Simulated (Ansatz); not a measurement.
**Ta (Im-3m): phonon-mediated transition temperature**

Aim: the phonon-mediated transition temperature of Ta (Im-3m) at ambient pressure, over a range of μ*. The cell shown first is a relaxed one, from steps not shown here.

Method: DFT PBE, scalar-relativistic, plane waves, PAW, in the first sound run; inputs show where later runs differ, in Ansatz 0.2.0.

**Measured values to reproduce.**

“Surface-resistance measurements using superconducting stripline resonators” (2013, arxiv:1309.5331) reports for Ta, by microwave stripline resonator (foil much thicker than the skin depth): superconducting transition temperature (superconducting transition seen in surface resistance) 4.5 K.

## Step 1: The cell after earlier relaxation steps

The structure is cubic, space group Im-3m (No. 229). The conventional cell has a = 3.316 Å, b = 3.316 Å, c = 3.316 Å, α = 90.00°, β = 90.00°, γ = 90.00°. Nearest to Ta lie 8 Ta at 2.87 Å.

Structure file:

```cif
data_structure
_symmetry_space_group_name_H-M 'P 1'
_symmetry_Int_Tables_number 1
_cell_length_a 2.8715
_cell_length_b 2.8715
_cell_length_c 2.8715
_cell_angle_alpha 109.471
_cell_angle_beta 109.471
_cell_angle_gamma 109.471
_cell_volume 18.23
loop_
_atom_site_label
_atom_site_type_symbol
_atom_site_fract_x
_atom_site_fract_y
_atom_site_fract_z
_atom_site_occupancy
Ta1 Ta 0.00000 0.00000 0.00000 1
```

## Step 2: Resistivity: finite displacements

The run that gives the couplings also evaluates McMillan's and Allen and Dynes's formulas and, where asked, the Eliashberg equations, over a range of μ*.

Contents of input.yaml:

```yaml
crystal:
  lattice:
    - [-1.6578710215, 1.6578710215, 1.6578710215]
    - [1.6578710215, -1.6578710215, 1.6578710215]
    - [1.6578710215, 1.6578710215, -1.6578710215]
  atoms:
    - { symbol: Ta, position: [0.0, 0.0, 0.0] }
kpoints:
  mp_grid: { grid: [9, 9, 9] }
hamiltonian:
  xc: pbe
scf:
  occupations: { method: methfessel_paxton, width: 0.2 }
output:
  eigenvalues: true
phonons:
  method: fd
  supercell: [3, 3, 3]
  temperatures: { t_max: 1000, t_step: 50 }
  qpath:
    path:
      - [[0.0, 0.0, 0.0], [0.5, -0.5, 0.5], [0.0, 0.0, 0.5], [0.0, 0.0, 0.0], [0.25, 0.25, 0.25], [0.5, -0.5, 0.5]]
      - [[0.25, 0.25, 0.25], [0.0, 0.0, 0.5]]
    npoints: 10
  electrical_resistivity:
    mesh: [16, 16, 16]
    temperatures: [20.0, 50.0, 80.0, 100.0, 150.0, 200.0, 273.0, 300.0, 400.0, 500.0, 600.0, 800.0]
  superconductivity: { mesh: [16, 16, 16], eliashberg_equations: false }
```

Started as:

```console
ansatz run input.yaml --threads 4 --pin off --max-ram 10240MiB --backend cpu --events-out ev --progress --plain --runs-dir out
```

Numbers of over 12 decimals in the logs are rounded to 6 here.

Log:

```text
Engine: ansatz 0.2.0, x86_64-unknown-linux-gnu
Pseudopotentials: kind: paw
Pseudopotential: Ta, paw, valence charge 13, recommended cutoff 420 eV (normal), Ta.paw.azcp
Functional definition: PBE
  parameter kappa = 0.804
  parameter beta = 0.066725
  exchange = pbe_x(kappa = kappa, mu = beta*pi^2/3)
  correlation = pbe_c(beta = beta)
Crystal: 27 atoms, lattice volume = 492.126 Å³
Basis set: ecut = 420 eV, 9693 PW (Γ), exchange–correlation on 120×120×120 points (8 copies of the dense FFT grid, shifted against one another)
Bands: 297, of which v1, the nominal top of the filled ones, is band 176 counted from 1 (175 counted from 0)
Symmetry: 1296 space group operations
k-points: 4 of 27
Non-local potential: Ta, projectors of the file, l = 0: 3, l = 1: 2, l = 2: 2, l = 3: 1
PAW form: soft (Blöchl's): semilocal exchange-correlation on the pseudo side does not see the compensation charge
PAW one-centre angular grid: Ta, 590 points (default); XC on 64 Gauss nodes
Initial density: handed on by an earlier stage of this run
Initial wavefunctions: those handed on with the density
Functional: x = pbe(κ = 0.804, μ = 0.219515), c = pbe(β = 0.066725)
SCF iter   1: F=—  HF=-268170.312582 eV  |F-HF|=—  |Δ(HF+E_count)|=         —  Δρ=1.48e-7  dr2=4.48e-11  ethr=1.00e-12  ⟨swp⟩=3.0  Hψ=2714  notcnv=0
preconditioner: auto → Kerker (q_TF=auto, 2.579 Å⁻¹)  [metal: Δε(μ)=0.007 eV  Ē_g=8.095 eV  σ=0.200 eV  W_gap=0.03  n_scr=140 (ndim 8)  ℏωp=19.4 eV  f_vac=0.000  D(μ)=64.02/eV (n_scr^D=958)]
SCF iter   2: F=-268170.312582 eV  HF=-268170.312582 eV  |F-HF|=1.16e-10  |Δ(HF+E_count)|=    0.00e0  S|Δr|=    0.00e0  Δρ=8.52e-8  dr2=1.68e-11  ethr=1.00e-12  ⟨swp⟩=2.0  Hψ=1916  notcnv=0
SCF 1 converged in 2 iterations: F = -268170.312582 eV  dr2 = 1.68e-11
  greatest PAW one-centre occupation: 0.999 electrons in one spin orbital (limit 2), on the Ta atom at site 26 (counted from 0), in its partial waves of l = 0
Symmetry: 8 space group operations
k-points: 6 of 27 (time reversal used)
iter 1 solved again at ethr=3.29e-8 eV; its pass at ethr=3.10e-3 eV (dr2=1.16e-4 eV) is discarded
SCF iter   1: F=—  HF=-268170.311531 eV  |F-HF|=—  |Δ(HF+E_count)|=         —  Δρ=8.12e-5  dr2=1.25e-4  ethr=3.29e-8  ⟨swp⟩=2.0  Hψ=5896  notcnv=0  defer=6
preconditioner: auto → Kerker (q_TF=auto, 2.579 Å⁻¹)  [metal: Δε(μ)=0.006 eV  Ē_g=8.095 eV  σ=0.200 eV  W_gap=0.03  n_scr=140 (ndim 8)  ℏωp=19.4 eV  f_vac=0.000  D(μ)=64.02/eV (n_scr^D=958)]
SCF iter   2: F=—  HF=-268170.311526 eV  |F-HF|=—  |Δ(HF+E_count)|=   5.18e-6  S|Δr|=    0.00e0  Δρ=4.66e-5  dr2=4.03e-5  ethr=3.29e-8  ⟨swp⟩=1.0  Hψ=1166  notcnv=0  defer=6
SCF iter   3: F=—  HF=-268170.311602 eV  |F-HF|=—  |Δ(HF+E_count)|=   7.56e-5  S|Δr|=    0.00e0  Δρ=6.02e-6  dr2=2.12e-7  ethr=1.15e-8  ⟨swp⟩=2.0  Hψ=1520  notcnv=0  defer=6
SCF iter   4: F=—  HF=-268170.312558 eV  |F-HF|=—  |Δ(HF+E_count)|=   9.56e-4  S|Δr|=    0.00e0  Δρ=1.05e-6  dr2=1.52e-8  ethr=6.03e-11  ⟨swp⟩=2.0  Hψ=1635  notcnv=0  defer=6
SCF iter   5: F=—  HF=-268170.312558 eV  |F-HF|=—  |Δ(HF+E_count)|=   1.40e-9  S|Δr|=    0.00e0  Δρ=1.87e-7  dr2=2.37e-10  ethr=4.34e-12  ⟨swp⟩=2.0  Hψ=1563  notcnv=0  defer=6
SCF iter   6: F=-268170.312558 eV  HF=-268170.312558 eV  |F-HF|=0.00e0  |Δ(HF+E_count)|=    0.00e0  S|Δr|=    0.00e0  Δρ=2.24e-8  dr2=3.49e-12  ethr=1.00e-12  ⟨swp⟩=5.0  Hψ=5798  notcnv=0
SCF 2 converged in 6 iterations: F = -268170.312558 eV  dr2 = 3.49e-12
  greatest PAW one-centre occupation: 0.999 electrons in one spin orbital (limit 2), on the Ta atom at site 13 (counted from 0), in its partial waves of l = 0
Crystal: 1 atoms, lattice volume = 18.227 Å³
Basis set: ecut = 420 eV, 369 PW (Γ), exchange–correlation on 40×40×40 points (8 copies of the dense FFT grid, shifted against one another)
Bands: 11, of which v1, the nominal top of the filled ones, is band 7 counted from 1 (6 counted from 0)
Symmetry: 48 space group operations
k-points: 35 of 729
Initial density: superposition of atomic densities (neutral atoms: chi_scale 0, normalization atom), corrected by the library's trained network
Initial wavefunctions: pseudopotential atomic-orbital guess
SCF iter   1: F=—  HF=-9932.233687 eV  |F-HF|=—  |Δ(HF+E_count)|=         —  Δρ=2.18e-3  dr2=2.53e-4  ethr=1.77e-3  ⟨swp⟩=5.1  Hψ=2032  notcnv=0
preconditioner: auto → none  [metal: Δε(μ)=0.006 eV  Ē_g=8.216 eV  σ=0.200 eV  W_gap=0.02  n_scr=0 (ndim 8)  ℏωp=19.4 eV  f_vac=0.000  D(μ)=2.37/eV (n_scr^D=42)]
SCF iter   2: F=—  HF=-9932.233719 eV  |F-HF|=—  |Δ(HF+E_count)|=   3.17e-5  S|Δr|=    0.00e0  Δρ=1.07e-3  dr2=6.92e-5  ethr=1.94e-6  ⟨swp⟩=2.3  Hψ=865  notcnv=0
SCF iter   3: F=—  HF=-9932.233797 eV  |F-HF|=—  |Δ(HF+E_count)|=   7.82e-5  S|Δr|=    0.00e0  Δρ=1.87e-4  dr2=1.70e-6  ethr=5.32e-7  ⟨swp⟩=2.2  Hψ=492  notcnv=0
SCF iter   4: F=—  HF=-9932.233799 eV  |F-HF|=—  |Δ(HF+E_count)|=   2.32e-6  S|Δr|=    0.00e0  Δρ=6.75e-5  dr2=2.25e-7  ethr=1.31e-8  ⟨swp⟩=1.7  Hψ=408  notcnv=0
SCF iter   5: F=—  HF=-9932.233799 eV  |F-HF|=—  |Δ(HF+E_count)|=   8.32e-8  S|Δr|=    0.00e0  Δρ=1.15e-5  dr2=6.72e-9  ethr=1.73e-9  ⟨swp⟩=1.3  Hψ=420  notcnv=0
SCF iter   6: F=—  HF=-9932.233799 eV  |F-HF|=—  |Δ(HF+E_count)|=   2.67e-9  S|Δr|=    0.00e0  Δρ=2.15e-6  dr2=2.84e-10  ethr=5.17e-11  ⟨swp⟩=2.1  Hψ=581  notcnv=0
SCF iter   7: F=-9932.233799 eV  HF=-9932.233799 eV  |F-HF|=1.82e-12  |Δ(HF+E_count)|=  1.29e-10  S|Δr|=    0.00e0  Δρ=1.25e-7  dr2=1.91e-12  ethr=1.00e-12  ⟨swp⟩=2.9  Hψ=851  notcnv=0
SCF 3 converged in 7 iterations: F = -9932.233799 eV  dr2 = 1.91e-12
  greatest PAW one-centre occupation: 0.999 electrons in one spin orbital (limit 2), on the Ta atom at site 0 (counted from 0), in its partial waves of l = 0
NSCF: frozen V_eff on 35 k-points
NSCF: frozen V_eff on 72 k-points
[...]
SCF converged after 2 iterations
Stability not checked: this state was not tested for a lower state beside it, because cold or Methfessel-Paxton smearing, or corrected tetrahedra, fill the levels in a way that the test cannot read (fill_not_monotonic; see scf.lower_state_search)
Free energy (F): -268170.312582 eV
Harris-Foulkes:  -268170.312582 eV  (|F-HF|=1.16e-10)
Internal energy: -268170.039884 eV  (E = F + TS)
E sigma→0 (E₀):  -268170.244407 eV
Entropy (-TS):   -0.272697 eV (-10.100 meV/atom)
Fermi energy:    18.445626 eV
--- Per-component energies (eV) ---
  E_band       = -2879.998995
  E_kinetic    = 9877.057625
  E_local      = -14965.177290  (includes V_loc(G=0)·N_el)
  E_nonlocal   = 397.753115
  E_hartree    = 5183.880036
  E_xc         = -5896.688602
  E_vxc        = -5506.952341  (∫ρ·V_xc dr)
  E_paw        = -226708.883401  (= ΣΔE_a)
[...]
150.00      6.5597e0              no      6.5597e0      6.5597e0      6.5597e0        6.8086e0          6.9231e0
    200.00      9.1288e0              no      9.1288e0      9.1288e0      9.1288e0        9.4528e0          9.6325e0
    273.00      1.2791e1              no      1.2791e1      1.2791e1      1.2791e1        1.3251e1          1.3492e1
    300.00      1.4133e1              no      1.4133e1      1.4133e1      1.4133e1        1.4649e1          1.4906e1
    400.00      1.9082e1              no      1.9082e1      1.9082e1      1.9082e1        1.9834e1          2.0119e1
    500.00      2.4024e1              no      2.4024e1      2.4024e1      2.4024e1        2.5055e1          2.5320e1
    600.00      2.8973e1              no      2.8973e1      2.8973e1      2.8973e1        3.0324e1          3.0524e1
    800.00      3.8903e1              no      3.8903e1      3.8903e1      3.8903e1        4.1018e1          4.0958e1
  mean free path at 20 K (of a tensor a third of its trace): 1327 nm by what each carries, 914 by the Fermi surface alone
  mean free path at 50 K (of a tensor a third of its trace): 50.0 nm by what each carries, 40.9 by the Fermi surface alone
  Hall coefficient in a weak field at 50 K (a third of the trace): 9.426e-11 m³/C (as a tensor it moves by 18.5 % between the two finest meshes); by each state's relaxation time: 9.705e-11 m³/C; by a constant relaxation time: 7.839e-11 m³/C
  mean free path at 80 K (of a tensor a third of its trace): 18.2 nm by what each carries, 15.7 by the Fermi surface alone
  Hall coefficient in a weak field at 80 K (a third of the trace): 9.630e-11 m³/C (as a tensor it moves by 17.4 % between the two finest meshes); by each state's relaxation time: 9.595e-11 m³/C; by a constant relaxation time: 7.841e-11 m³/C
  mean free path at 100 K (of a tensor a third of its trace): 12.6 nm by what each carries, 11.1 by the Fermi surface alone
  Hall coefficient in a weak field at 100 K (a third of the trace): 9.659e-11 m³/C (as a tensor it moves by 17.1 % between the two finest meshes); by each state's relaxation time: 9.536e-11 m³/C; by a constant relaxation time: 7.843e-11 m³/C
  mean free path at 150 K (of a tensor a third of its trace): 7.35 nm by what each carries, 6.56 by the Fermi surface alone
  Hall coefficient in a weak field at 150 K (a third of the trace): 9.703e-11 m³/C (as a tensor it moves by 16.8 % between the two finest meshes); by each state's relaxation time: 9.508e-11 m³/C; by a constant relaxation time: 7.847e-11 m³/C
  mean free path at 200 K (of a tensor a third of its trace): 5.27 nm by what each carries, 4.71 by the Fermi surface alone
  Hall coefficient in a weak field at 200 K (a third of the trace): 9.745e-11 m³/C (as a tensor it moves by 16.8 % between the two finest meshes); by each state's relaxation time: 9.530e-11 m³/C; by a constant relaxation time: 7.850e-11 m³/C
  mean free path at 273 K (of a tensor a third of its trace): 3.76 nm by what each carries, 3.36 by the Fermi surface alone
  Hall coefficient in a weak field at 273 K (a third of the trace): 9.809e-11 m³/C (as a tensor it moves by 16.9 % between the two finest meshes); by each state's relaxation time: 9.580e-11 m³/C; by a constant relaxation time: 7.852e-11 m³/C
  mean free path at 300 K (of a tensor a third of its trace): 3.41 nm by what each carries, 3.05 by the Fermi surface alone
  Hall coefficient in a weak field at 300 K (a third of the trace): 9.834e-11 m³/C (as a tensor it moves by 17.0 % between the two finest meshes); by each state's relaxation time: 9.602e-11 m³/C; by a constant relaxation time: 7.853e-11 m³/C
  mean free path at 400 K (of a tensor a third of its trace): 2.54 nm by what each carries, 2.26 by the Fermi surface alone
  Hall coefficient in a weak field at 400 K (a third of the trace): 9.937e-11 m³/C (as a tensor it moves by 17.1 % between the two finest meshes); by each state's relaxation time: 9.692e-11 m³/C; by a constant relaxation time: 7.852e-11 m³/C
  mean free path at 500 K (of a tensor a third of its trace): 2.03 nm by what each carries, 1.79 by the Fermi surface alone
  Hall coefficient in a weak field at 500 K (a third of the trace): 1.005e-10 m³/C (as a tensor it moves by 17.2 % between the two finest meshes); by each state's relaxation time: 9.798e-11 m³/C; by a constant relaxation time: 7.848e-11 m³/C
  mean free path at 600 K (of a tensor a third of its trace): 1.70 nm by what each carries, 1.49 by the Fermi surface alone
  Hall coefficient in a weak field at 600 K (a third of the trace): 1.018e-10 m³/C (as a tensor it moves by 17.2 % between the two finest meshes); by each state's relaxation time: 9.916e-11 m³/C; by a constant relaxation time: 7.841e-11 m³/C
  mean free path at 800 K (of a tensor a third of its trace): 1.29 nm by what each carries, 1.11 by the Fermi surface alone
  Hall coefficient in a weak field at 800 K (a third of the trace): 1.048e-10 m³/C (as a tensor it moves by 17.0 % between the two finest meshes); by each state's relaxation time: 1.018e-10 m³/C; by a constant relaxation time: 7.828e-11 m³/C
  the resistivity times a path that all electrons share, by the Fermi surface of the deck's mesh alone (a third of the trace): 4.304e-16 Ω·m²
  not converged in the mesh (λ; λ_tr; the resistivity at 20 K by 13.60 %; the resistivity at 50 K by 9.54 %; the resistivity at 80 K by 8.73 %; the resistivity at 100 K by 8.55 %; the resistivity at 150 K by 8.30 %; the resistivity at 200 K by 8.09 %; the resistivity at 273 K by 7.76 %; the resistivity at 300 K by 7.63 %; the resistivity at 400 K by 7.10 %; the resistivity at 500 K by 6.50 %; the resistivity at 600 K [...]
  vibrations of 27 cells: unjudged by the run; compare a larger repeat
  the changes of the potential over all sites missed a rigid shift's by 0.00 % (the site terms' by 0.05 %)
  at the force constants' own smearing the fine mesh and the k-points of their solves give squared frequencies that differ by 24.8 % of the larger at the most, at (0, 0, 0.3333)
--- Superconductivity: potentials and phonons of a 3×3×3 supercell ---
  pairing by harmonic phonons, in the closed forms alone; spin fluctuations are left out, and so is spin–orbit coupling
           mesh         λ    ħω_log (meV)  μ* declared at (meV)
       16×16×16    0.9763          11.902               13.441
          8×8×8    1.0406          11.902               13.431
          4×4×4    0.7455          12.958               13.997
  λ by the species' shares of the modes' patterns: Ta 0.9763
  transition temperature on the deck's mesh (K), isotropic and anisotropic, restricted to the Fermi surface (FSR) and over the full bandwidth (FBW), and the last with the density of states resolved in a narrower window:
        μ*   McMillan   Allen–Dynes      iso. FSR      iso. FBW    aniso. FSR    aniso. FBW  narrow window
      0.08     10.192        10.859             -             -             -             -              -
      0.10      9.264         9.816             -             -             -             -              -
      0.12      8.356         8.812             -             -             -             -              -
      0.13      7.910         8.324             -             -             -             -              -
      0.14      7.470         7.845             -             -             -             -              -
      0.16      6.612         6.919             -             -             -             -              -
      0.20      4.997         5.198             -             -             -             -              -
  not judged without the Eliashberg equations: between neighbouring meshes, the two finest first, λ moves by 6.60 % and 28.36 %
  vibrations of 27 cells: unjudged by the run; compare a larger repeat
  the changes of the potential over all sites missed a rigid shift's by 0.00 % (the site terms' by 0.05 %)
  at the force constants' own smearing the fine mesh and the k-points of their solves give squared frequencies that differ by 24.8 % of the larger at the most, at (0, 0, 0.3333)
```

Run time: 55 s. Hardware: 4 threads of Intel Xeon Platinum 8488C (Sapphire Rapids), shared host; peak memory 3.2 GiB.

Numbers from this step:

| Property | Result |
| --- | --- |
| volume per atom | 18.23 Å³ |
| metallic on mesh | yes |
| gap on the k-mesh | 0 eV |
| zero point energy | 0.01941 eV/cell |
| share of imaginary modes in the plain interpolation between solved wavevectors | 0 |
| highest frequency, solved or plainly interpolated | 143.6 cm⁻¹ |
| Debye temperature (second moment) | 199 K |
| resistivity at 300 K | 14.13 μΩ cm |
| coupling constant λ | 0.9763 |
| density of states at the Fermi level | 0.6617 states/eV a spin and cell |
| log mean phonon energy ħω_log | 11.9 meV |
| transport coupling constant λ_tr | 0.9351, 0.9351, 0.9351 (xx, yy, zz) |
| Drude plasma energy | 8.721, 8.721, 8.721 eV (xx, yy, zz) |
| resistivity times mean free path | 4.304, 4.304, 4.304 × 10⁻¹⁶ Ω m² (xx, yy, zz) |
| second-moment phonon energy ħω₂ | 13.44 meV |
| coupling λ by branch | 0.411, 0.313, 0.252 (branches by rank of frequency) |

Transition temperatures:

| μ* | McMillan Tc (K) | Allen–Dynes Tc (K) |
| --- | --- | --- |
| 0.08 | 10.2 | 10.9 |
| 0.1 | 9.26 | 9.82 |
| 0.12 | 8.36 | 8.81 |
| 0.13 | 7.91 | 8.32 |
| 0.14 | 7.47 | 7.85 |
| 0.16 | 6.61 | 6.92 |
| 0.2 | 5 | 5.2 |

[end of part 1 of 2]

[Logs are printed without paths, hosts, clocks, repeated set-up lines and the standing remarks that a program may print on its own settings, such as how far it seeks lower states.]

[Hosts, paths, dates, database ids (printed as entryN), source tags and the programs' standing remarks are cut or masked in the printed files.]
